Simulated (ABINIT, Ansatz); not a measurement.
# Quasiparticle gap of Cs2H6Pt (Fm-3m) in ABINIT, part 2 of 3

How does a plane-wave GW calculation on Cs2H6Pt (Fm-3m) run from the first input to the gap?

ABINIT 10.8.3; LDA and many-body steps on it, plane waves. Known limits of the many-body steps: not at the basis limit; no spin polarisation; d states lean on the start; no spin-orbit coupling; coarse k mesh.

So far. Step 2 (Ground state): The gap is direct, at (0.500, 0.500, 0.000).

## Step 3: Bands along the symmetry lines

Level of this step: DFT, LDA, plane waves, norm-conserving pseudopotentials (ABINIT).

Levels along a band path, at the cheap level, show where the edges lie and whether the meshes to come will hold them.

Contents of run.abi:

```
acell 3*1.0 Angstrom
rprim 
  0.000000000000 4.486174700000 4.486174700000
  4.486174700000 0.000000000000 4.486174700000
  4.486174700000 4.486174700000 0.000000000000
ntypat 3
znucl 55 1 78
natom 9
typat 1 1 2 2 2 2 2 2 3
xred 
  0.750000000000 0.750000000000 0.750000000000
  0.250000000000 0.250000000000 0.250000000000
  0.816861770000 0.816861770000 0.183138230000
  0.183138230000 0.816861770000 0.183138230000
  0.816861770000 0.183138230000 0.183138230000
  0.183138230000 0.183138230000 0.816861770000
  0.816861770000 0.183138230000 0.816861770000
  0.183138230000 0.816861770000 0.816861770000
  0.000000000000 0.000000000000 0.000000000000
pp_dirpath "pseudos"
pseudos "Cs.upf, H.upf, Pt.upf"
ecut 34
iscf -2
irdden 1
kptopt 0
nkpt 26
kpt 
  0.00000000 0.00000000 0.00000000
  0.12500000 0.00000000 0.12500000
  0.25000000 0.00000000 0.25000000
  0.37500000 0.00000000 0.37500000
  0.50000000 0.00000000 0.50000000
  0.53125000 0.06250000 0.53125000
  0.56250000 0.12500000 0.56250000
  0.59375000 0.18750000 0.59375000
  0.62500000 0.25000000 0.62500000
  0.37500000 0.37500000 0.75000000
  0.28125000 0.28125000 0.56250000
  0.18750000 0.18750000 0.37500000
  0.09375000 0.09375000 0.18750000
  0.00000000 0.00000000 0.00000000
  0.12500000 0.12500000 0.12500000
  0.25000000 0.25000000 0.25000000
  0.37500000 0.37500000 0.37500000
  0.50000000 0.50000000 0.50000000
  0.50000000 0.43750000 0.56250000
  0.50000000 0.37500000 0.62500000
  0.50000000 0.31250000 0.68750000
  0.50000000 0.25000000 0.75000000
  0.50000000 0.18750000 0.68750000
  0.50000000 0.12500000 0.62500000
  0.50000000 0.06250000 0.56250000
  0.50000000 0.00000000 0.50000000
istwfk *1
nband 28
nbdbuf 2
tolwfr 1e-08
nstep 40
prtwf 0
prtvol 0
indata_prefix "in"
outdata_prefix "out"
tmpdata_prefix "tmp"
```

Started as:

```sh
$ OMP_NUM_THREADS=1 mpirun -n 4 abinit run.abi > log
```

Numbers of over 12 decimals in the logs are rounded to 6 here.

Log:

```text
.Version 10.8.3 of ABINIT. v10.8.2 released Aug 2026.

 Symmetries : space group Fm -3 m (#225); Bravais cF (face-center cubic)
[... echo of the input left out ...]
== DATASET  1 ==================================================================
-   mpi_nproc: 4, omp_nthreads: 1 (-1 if OMP is not activated)

--- !DatasetInfo
iteration_state: {dtset: 1, }
dimensions: {natom: 9, nkpt: 26, mband: 28, nsppol: 1, nspinor: 1, nspden: 1, mpw: 11618, }
cutoff_energies: {ecut:  34.0, pawecutdg:  -1.0, }
electrons: {nelect:   4.20000000E+01, charge:   0.00000000E+00, occopt:   1.00000000E+00, tsmear:   1.00000000E-02, }

 Real(R)+Recip(G) space primitive vectors, cartesian coordinates (Bohr,Bohr^-1):
 R(1)=  0.0000000  8.4776415  8.4776415  G(1)= -0.0589787  0.0589787  0.0589787
 R(2)=  8.4776415  0.0000000  8.4776415  G(2)=  0.0589787 -0.0589787  0.0589787
 R(3)=  8.4776415  8.4776415  0.0000000  G(3)=  0.0589787  0.0589787 -0.0589787
 Unit cell volume ucvol=  1.2185831E+03 bohr^3
 Angles (23,13,12)=  6.00000000E+01  6.00000000E+01  6.00000000E+01 degrees

 getcut: wavevector=  0.0000  0.0000  0.0000  ngfft=  64  64  64
         ecut(hartree)=     34.000   => boxcut(ratio)=   2.03369

--- Pseudopotential description ------------------------------------------------
- Cs Generated using ONCVPSP code by D. R. Hamann
- 55.00000   9.00000  201201                  znucl, zion, pspdat
12 -1012 3 -1 2328                            pspcod,pspxc,lmax,lloc,mmax
     nproj     2     2     2     2
  pspatm : epsatm=   21.68725381
         --- l  ekb(1:nproj) -->
             0    6.247599    0.778427
             1    6.343167    0.797067
             2    3.778962    0.917083
[...]
pspatm: atomic psp has been read  and splines computed

- H Generated using ONCVPSP code by D. R. Hamann
-  1.00000   1.00000  180309                  znucl, zion, pspdat
12 -1012 1 -1 1180                            pspcod,pspxc,lmax,lloc,mmax
     nproj     2     1     0     0
  pspatm : epsatm=    0.35439867
         --- l  ekb(1:nproj) -->
[...]
1   -0.275071
 pspatm: atomic psp has been read  and splines computed

- Pt Generated using ONCVPSP code by D. R. Hamann
- 78.00000  18.00000  180309                  znucl, zion, pspdat
12 -1012 3 -1 1340                            pspcod,pspxc,lmax,lloc,mmax
     nproj     2     2     2     2
  pspatm : epsatm=   26.53268550
         --- l  ekb(1:nproj) -->
[...]
pspatm: atomic psp has been read  and splines computed

--------------------------------------------------------------------------------

================================================================================
 prteigrs : about to open file out_EIG
 Non-SCF case, kpt    1 (  0.00000  0.00000  0.00000), residuals and eigenvalues=
  6.51E-09  3.94E-09  5.06E-09  5.77E-09  7.08E-09  9.29E-09  5.45E-09  8.43E-09
[...]
Non-SCF case, kpt   26 (  0.50000  0.00000  0.50000), residuals and eigenvalues=
[...]
-1.4421E-01 -1.3460E-01 -1.2959E-01 -2.1451E-02 -1.8862E-02 -1.8862E-02
 -1.4481E-02  1.2352E-02  1.2352E-02  1.4537E-01  2.1054E-01  2.1620E-01
[...]
--- !ResultsGS
iteration_state: {dtset: 1, }
comment   : Summary of ground state results
lattice_vectors:
- [  0.0000000,   8.4776415,   8.4776415, ]
- [  8.4776415,   0.0000000,   8.4776415, ]
- [  8.4776415,   8.4776415,   0.0000000, ]
lattice_lengths: [  11.98920,   11.98920,   11.98920, ]
lattice_angles: [ 60.000,  60.000,  60.000, ] # degrees, (23, 13, 12)
lattice_volume:   1.2185831E+03
convergence: {deltae:  0.000E+00, res2:  0.000E+00, residm:  9.996E-09, diffor:  0.000E+00, }
etotal    :  -1.81148041E+02
entropy   :   0.00000000E+00
fermie    :   1.23520712E-02
cartesian_stress_tensor: null
pressure_GPa: null
xred      :
- [  7.5000E-01,   7.5000E-01,   7.5000E-01, Cs]
- [  2.5000E-01,   2.5000E-01,   2.5000E-01, Cs]
- [  8.1686E-01,   8.1686E-01,   1.8314E-01,  H]
- [  1.8314E-01,   8.1686E-01,   1.8314E-01,  H]
- [  8.1686E-01,   1.8314E-01,   1.8314E-01,  H]
- [  1.8314E-01,   1.8314E-01,   8.1686E-01,  H]
- [  8.1686E-01,   1.8314E-01,   8.1686E-01,  H]
- [  1.8314E-01,   8.1686E-01,   8.1686E-01,  H]
- [  0.0000E+00,   0.0000E+00,   0.0000E+00, Pt]
cartesian_forces: null
force_length_stats: {min: null, max: null, mean: null, }

 Integrated electronic density in atomic spheres:
 ------------------------------------------------
 Atom  Sphere_radius  Integrated_density
[...]
================================================================================

 ----iterations are completed or convergence reached----

 Mean square residual over all n,k,spin=   68.919E-10; max=  99.960E-10
 reduced coordinates (array xred) for    9 atoms
[...]
0.183138230000      0.816861770000      0.816861770000
       0.000000000000      0.000000000000      0.000000000000

 cartesian coordinates (angstrom) at end:
[...]
length scales=  1.889726125908  1.889726125908  1.889726125908 bohr
              =  1.000000000000  1.000000000000  1.000000000000 angstroms
 prteigrs : about to open file out_EIG
 Eigenvalues (hartree) for nkpt=  26  k points:
 kpt#   1, nband= 28, wtk=  1.00000, kpt=  0.0000  0.0000  0.0000 (reduced coord)
[...]
kpt#   2, nband= 28, wtk=  1.00000, kpt=  0.1250  0.0000  0.1250 (reduced coord)
[...]
kpt#   3, nband= 28, wtk=  1.00000, kpt=  0.2500  0.0000  0.2500 (reduced coord)
[...]
kpt#  25, nband= 28, wtk=  1.00000, kpt=  0.5000  0.0625  0.5625 (reduced coord)
[...]
0.23284    0.25650    0.26463    0.26815
 kpt#  26, nband= 28, wtk=  1.00000, kpt=  0.5000  0.0000  0.5000 (reduced coord)
[...]
-0.23669   -0.21788   -0.21788   -0.21573   -0.14421   -0.13460   -0.12959   -0.02145
  -0.01886   -0.01886   -0.01448    0.01235    0.01235    0.14537    0.21054    0.21620
   0.24337    0.25572    0.25572    0.26629

== END DATASET(S) ==============================================================
================================================================================

 -outvars: echo values of variables after computation  --------
            nband          28
             nkpt          26
          spgroup         225
 [... the other variables as echoed above ...]

 Calculation completed.
```

Run time: 71 s. Hardware: 4 MPI ranks of Arm Neoverse V1, shared host; peak memory 0.48 GiB; 4.7 min of CPU time.

This step gave:

| Item | Value |
| --- | --- |
| gap | 3.620 eV |
| k of the valence top | 0.5, 0, 0.5 |
| k of the conduction bottom | 0.5, 0, 0.5 |
| least direct gap | 3.620 eV |

The gap is 3.620 eV, as in the run before at this level.

Electronic bands along the path, in eV, zero at the top of the highest filled band:

```
    point  band 18  band 19  band 20  band 21  band 22  band 23  band 24  band 25
        Γ    -0.79    -0.53    -0.53    -0.53     4.14     4.66     4.66     7.65
  halfway    -0.83    -0.66    -0.25    -0.25     4.27     4.94     5.26     6.61
        X    -0.85    -0.73     0.00     0.00     3.62     5.39     5.55     6.29
  halfway    -0.85    -0.65    -0.04    -0.01     3.66     5.45     5.63     5.84
        U    -0.84    -0.51    -0.14    -0.05     3.79     5.38     5.58     5.87
jump to K    -0.84    -0.51    -0.14    -0.05     3.79     5.38     5.58     5.87
  halfway    -0.81    -0.47    -0.34    -0.31     4.62     4.75     5.23     6.34
        Γ    -0.79    -0.53    -0.53    -0.53     4.14     4.66     4.66     7.65
  halfway    -0.81    -0.50    -0.38    -0.38     4.76     4.76     4.88     6.44
        L    -0.82    -0.49    -0.22    -0.22     4.89     4.89     5.42     5.94
  halfway    -0.84    -0.39    -0.28    -0.12     4.13     5.06     5.93     6.02
        W    -0.85    -0.33    -0.33    -0.01     3.76     5.35     5.72     5.72
  halfway    -0.85    -0.59    -0.09     0.00     3.69     5.50     5.67     5.68
        X    -0.85    -0.73     0.00     0.00     3.62     5.39     5.55     6.29
```

## Step 4: Empty states on the mesh, 2×2×2 mesh, 344 bands

The sums over transitions need many empty states on a uniform mesh; this step solves for them.

Contents of run.abi:

```
acell 3*1.0 Angstrom
rprim 
  0.000000000000 4.486174700000 4.486174700000
  4.486174700000 0.000000000000 4.486174700000
  4.486174700000 4.486174700000 0.000000000000
ntypat 3
znucl 55 1 78
natom 9
typat 1 1 2 2 2 2 2 2 3
xred 
  0.750000000000 0.750000000000 0.750000000000
  0.250000000000 0.250000000000 0.250000000000
  0.816861770000 0.816861770000 0.183138230000
  0.183138230000 0.816861770000 0.183138230000
  0.816861770000 0.183138230000 0.183138230000
  0.183138230000 0.183138230000 0.816861770000
  0.816861770000 0.183138230000 0.816861770000
  0.183138230000 0.816861770000 0.816861770000
  0.000000000000 0.000000000000 0.000000000000
pp_dirpath "pseudos"
pseudos "Cs.upf, H.upf, Pt.upf"
ecut 34
ngkpt 2 2 2
nshiftk 1
shiftk 0 0 0
kptopt 1
chksymbreak 0
iscf -2
irdden 1
istwfk *1
nband 344
nbdbuf 30
tolwfr 1e-09
nstep 60
prtvol 0
indata_prefix "in"
outdata_prefix "out"
tmpdata_prefix "tmp"
```

Log:

```text
.Version 10.8.3 of ABINIT. v10.8.2 released Aug 2026.

 Symmetries : space group Fm -3 m (#225); Bravais cF (face-center cubic)
[... echo of the input left out ...]
== DATASET  1 ==================================================================
-   mpi_nproc: 4, omp_nthreads: 1 (-1 if OMP is not activated)
-    --> not optimal distribution: autoparal keyword recommended in input file <--

--- !DatasetInfo
iteration_state: {dtset: 1, }
dimensions: {natom: 9, nkpt: 3, mband: 344, nsppol: 1, nspinor: 1, nspden: 1, mpw: 11618, }
cutoff_energies: {ecut:  34.0, pawecutdg:  -1.0, }
electrons: {nelect:   4.20000000E+01, charge:   0.00000000E+00, occopt:   1.00000000E+00, tsmear:   1.00000000E-02, }

 Real(R)+Recip(G) space primitive vectors, cartesian coordinates (Bohr,Bohr^-1):
 R(1)=  0.0000000  8.4776415  8.4776415  G(1)= -0.0589787  0.0589787  0.0589787
 R(2)=  8.4776415  0.0000000  8.4776415  G(2)=  0.0589787 -0.0589787  0.0589787
 R(3)=  8.4776415  8.4776415  0.0000000  G(3)=  0.0589787  0.0589787 -0.0589787
 Unit cell volume ucvol=  1.2185831E+03 bohr^3
 Angles (23,13,12)=  6.00000000E+01  6.00000000E+01  6.00000000E+01 degrees

 getcut: wavevector=  0.0000  0.0000  0.0000  ngfft=  64  64  64
         ecut(hartree)=     34.000   => boxcut(ratio)=   2.03369

--- Pseudopotential description ------------------------------------------------
- Cs Generated using ONCVPSP code by D. R. Hamann
- 55.00000   9.00000  201201                  znucl, zion, pspdat
12 -1012 3 -1 2328                            pspcod,pspxc,lmax,lloc,mmax
     nproj     2     2     2     2
  pspatm : epsatm=   21.68725381
         --- l  ekb(1:nproj) -->
             0    6.247599    0.778427
             1    6.343167    0.797067
             2    3.778962    0.917083
[...]
pspatm: atomic psp has been read  and splines computed

- H Generated using ONCVPSP code by D. R. Hamann
-  1.00000   1.00000  180309                  znucl, zion, pspdat
12 -1012 1 -1 1180                            pspcod,pspxc,lmax,lloc,mmax
     nproj     2     1     0     0
  pspatm : epsatm=    0.35439867
         --- l  ekb(1:nproj) -->
[...]
1   -0.275071
 pspatm: atomic psp has been read  and splines computed

- Pt Generated using ONCVPSP code by D. R. Hamann
- 78.00000  18.00000  180309                  znucl, zion, pspdat
12 -1012 3 -1 1340                            pspcod,pspxc,lmax,lloc,mmax
     nproj     2     2     2     2
  pspatm : epsatm=   26.53268550
         --- l  ekb(1:nproj) -->
[...]
pspatm: atomic psp has been read  and splines computed

--------------------------------------------------------------------------------

================================================================================
 prteigrs : about to open file out_EIG
 Non-SCF case, kpt    1 (  0.00000  0.00000  0.00000), residuals and eigenvalues=
[...]
-3.5496E+00 -1.8603E+00 -1.8603E+00 -1.8603E+00 -7.1252E-01 -7.0935E-01
 -2.3258E-01 -2.3258E-01 -2.3258E-01 -2.1960E-01 -2.1960E-01 -2.1960E-01
 -1.6336E-01 -1.3570E-01 -1.3570E-01 -1.6585E-02 -1.6585E-02 -1.6585E-02
[...]
2.8710E+00  2.8710E+00  2.8853E+00  2.8853E+00  2.8854E+00  2.8874E+00
  2.8875E+00  2.8876E+00  2.8884E+00  2.8919E+00  2.8921E+00  2.8933E+00
  2.9124E+00  2.9196E+00
 prteigrs : prtvol=0 or 1, do not print more k-points.

--- !ResultsGS
iteration_state: {dtset: 1, }
comment   : Summary of ground state results
lattice_vectors:
- [  0.0000000,   8.4776415,   8.4776415, ]
- [  8.4776415,   0.0000000,   8.4776415, ]
- [  8.4776415,   8.4776415,   0.0000000, ]
lattice_lengths: [  11.98920,   11.98920,   11.98920, ]
lattice_angles: [ 60.000,  60.000,  60.000, ] # degrees, (23, 13, 12)
lattice_volume:   1.2185831E+03
convergence: {deltae:  0.000E+00, res2:  0.000E+00, residm:  9.993E-10, diffor:  0.000E+00, }
etotal    :  -1.81148041E+02
entropy   :   0.00000000E+00
fermie    :   1.23520712E-02
cartesian_stress_tensor: null
pressure_GPa: null
xred      :
- [  7.5000E-01,   7.5000E-01,   7.5000E-01, Cs]
- [  2.5000E-01,   2.5000E-01,   2.5000E-01, Cs]
- [  8.1686E-01,   8.1686E-01,   1.8314E-01,  H]
- [  1.8314E-01,   8.1686E-01,   1.8314E-01,  H]
- [  8.1686E-01,   1.8314E-01,   1.8314E-01,  H]
- [  1.8314E-01,   1.8314E-01,   8.1686E-01,  H]
- [  8.1686E-01,   1.8314E-01,   8.1686E-01,  H]
- [  1.8314E-01,   8.1686E-01,   8.1686E-01,  H]
- [  0.0000E+00,   0.0000E+00,   0.0000E+00, Pt]
cartesian_forces: null
force_length_stats: {min: null, max: null, mean: null, }

 Integrated electronic density in atomic spheres:
 ------------------------------------------------
 Atom  Sphere_radius  Integrated_density
[...]
================================================================================

 ----iterations are completed or convergence reached----

 Mean square residual over all n,k,spin=   45.781E-11; max=  99.930E-11
 reduced coordinates (array xred) for    9 atoms
[...]
0.183138230000      0.816861770000      0.816861770000
       0.000000000000      0.000000000000      0.000000000000

 cartesian coordinates (angstrom) at end:
    1      6.729262     6.729262     6.729262
    2      2.243087     2.243087     2.243087
    3      4.486175     4.486175     7.329169
[...]
8      7.329169     4.486175     4.486175
    9      0.000000     0.000000     0.000000
 length scales=  1.889726125908  1.889726125908  1.889726125908 bohr
              =  1.000000000000  1.000000000000  1.000000000000 angstroms
 prteigrs : about to open file out_EIG
 Eigenvalues (hartree) for nkpt=   3  k points:
 kpt#   1, nband=344, wtk=  0.12500, kpt=  0.0000  0.0000  0.0000 (reduced coord)
[...]
2.84080    2.87096    2.87097    2.87099    2.88528    2.88529    2.88541    2.88743
   2.88753    2.88763    2.88836    2.89186    2.89206    2.89328    2.91243    2.91958
 prteigrs : prtvol=0 or 1, do not print more k-points.

== END DATASET(S) ==============================================================
================================================================================

 -outvars: echo values of variables after computation  --------
            nband         344
             nkpt           3
          spgroup         225
 [... the other variables as echoed above ...]

 Calculation completed.
```

It took 5.6 min on 4 MPI ranks; peak memory 0.58 GiB.

Numbers from this step:

- gap: 3.620 eV
- k of the valence top: 0.5, 0.5, 0
- k of the conduction bottom: 0.5, 0.5, 0
- least direct gap: 3.620 eV
- k points computed: 3
- lowest point of the top converged band, above the valence top: 73.8253 eV

On this mesh the gap is 3.620 eV.

## Step 5: Screening, 2×2×2 mesh, 314 bands, screening to 176.9 eV

The RPA dielectric matrix is built and inverted for each q.

This step: RPA screening on LDA, plane waves, norm-conserving pseudopotentials.

Edit run.abi of step 4 so:

```diff
@@ -27,10 +27,11 @@
 chksymbreak 0
-iscf -2
-irdden 1
 istwfk *1
-nband 344
-nbdbuf 30
-tolwfr 1e-09
-nstep 60
-prtvol 0
+occopt 1
+irdwfk 1
+optdriver 3
+nband 314
+ecuteps 6.5
+inclvkb 2
+awtr 1
+symchi 1
 indata_prefix "in"
```

Log:

```text
.Version 10.8.3 of ABINIT. v10.8.2 released Aug 2026.

 Symmetries : space group Fm -3 m (#225); Bravais cF (face-center cubic)
[... echo of the input left out ...]
== DATASET  1 ==================================================================
-   mpi_nproc: 4, omp_nthreads: 1 (-1 if OMP is not activated)

--- !DatasetInfo
iteration_state: {dtset: 1, }
dimensions: {natom: 9, nkpt: 3, mband: 314, nsppol: 1, nspinor: 1, nspden: 1, mpw: 11618, }
cutoff_energies: {ecut:  34.0, pawecutdg:  -1.0, }
electrons: {nelect:   4.20000000E+01, charge:   0.00000000E+00, occopt:   1.00000000E+00, tsmear:   1.00000000E-02, }

 SCREENING: Calculation of the susceptibility and dielectric matrices

 Based on a program developped by R.W. Godby, V. Olevano, G. Onida, and L. Reining.
 Incorporated in ABINIT by V. Olevano, G.-M. Rignanese, and M. Torrent.
.Using double precision arithmetic ; gwpc =  8

[... cell and pseudopotentials left out ...]
--------------------------------------------------------------------------------

 ==== K-mesh for the wavefunctions ====
 Number of points in the irreducible wedge :     3
[... list of points left out ...]
 Together with 48 symmetry operations and time-reversal symmetry
 yields     8 points in the full Brillouin Zone.

 ==== Q-mesh for the screening function ====
 Number of points in the irreducible wedge :     3
[... list of points left out ...]
 Together with 48 symmetry operations and time-reversal symmetry
 yields     8 points in the full Brillouin Zone.

 setmesh: FFT mesh size selected  =    45x   45x   45
          total number of points  =        91125

 vcoul_init : cutoff-mode = AUXILIARY_FUNCTION
 q-points for optical limit:   1
     1)      0.000010    0.000020    0.000030

- screening: taking advantage of time-reversal symmetry
- Maximum band index for partially occupied states nbvw = 21
- Remaining bands to be divided among processors   nbcw = 293
- Number of bands treated by each node ~73

 Number of electrons calculated from density =   42.0000; Expected =   42.0000
 average of density, n =  0.034466
 r_s =    1.9062
 omega_plasma =   17.9082 [eV]

 calculating chi0 at frequencies [eV] :
  1    0.000000E+00    0.000000E+00
  2    0.000000E+00    1.790823E+01

--------------------------------------------------------------------------------
  q-point number  1        q = ( 0.000000, 0.000000, 0.000000) [r.l.u.]
--------------------------------------------------------------------------------
[... chi0 elements left out ...]
 For q-point:  0.000010 0.000020 0.000030
  dielectric constant =   2.7691
  dielectric constant without local fields =   3.5985

  Average fulfillment of the sum rule on Im[epsilon] for q-point    1 :     86.47  [%]
[... wings left out ...]
  q-point number  2        q = ( 0.500000, 0.000000, 0.000000) [r.l.u.]
--------------------------------------------------------------------------------
[... chi0 elements left out ...]
  Average fulfillment of the sum rule on Im[epsilon] for q-point    2 :     90.75  [%]

 [... 1 further q-points ...]
```

The job ended after 2.1 min (4 MPI ranks; peak memory 3.1 GiB; 8.3 min of CPU time).

This step gave:

```
ε∞ with local fields, on this mesh, along the program's q direction : 2.769
the same without local fields                                       : 3.599
plasma frequency                                                    : 17.91 eV
plane waves in the screening matrix                                 : 941
```

Local fields lower ε∞ by 23 %. On a Γ-centred mesh this coarse the value itself is usually too large, while a short band sum pulls it down.

[end of part 2 of 3]

[Paths, hosts, dates, memory and timing lines, banners, echoed tables and standing remarks are left out of the program output.]

[Logs are printed without paths, hosts, clocks, repeated set-up lines and the standing remarks that a program may print on its own settings, such as how far it seeks lower states.]

[Runs of the session that timed out or met a known fault of the program may be left out.]

[Hosts, paths, dates, database ids (printed as entryN), source tags and the programs' standing remarks are cut or masked in the printed files.]

[G0W0 gaps are taken among the corrected bands and points alone; a level outside them can change the order at an edge.]

[Where Ansatz stands beside ABINIT at settings called matched, ABINIT's density can come from a denser mesh and the files from another edition; pairs whose starting gaps differed by over 0.03 eV were left out, so agreement reads better than it is.]
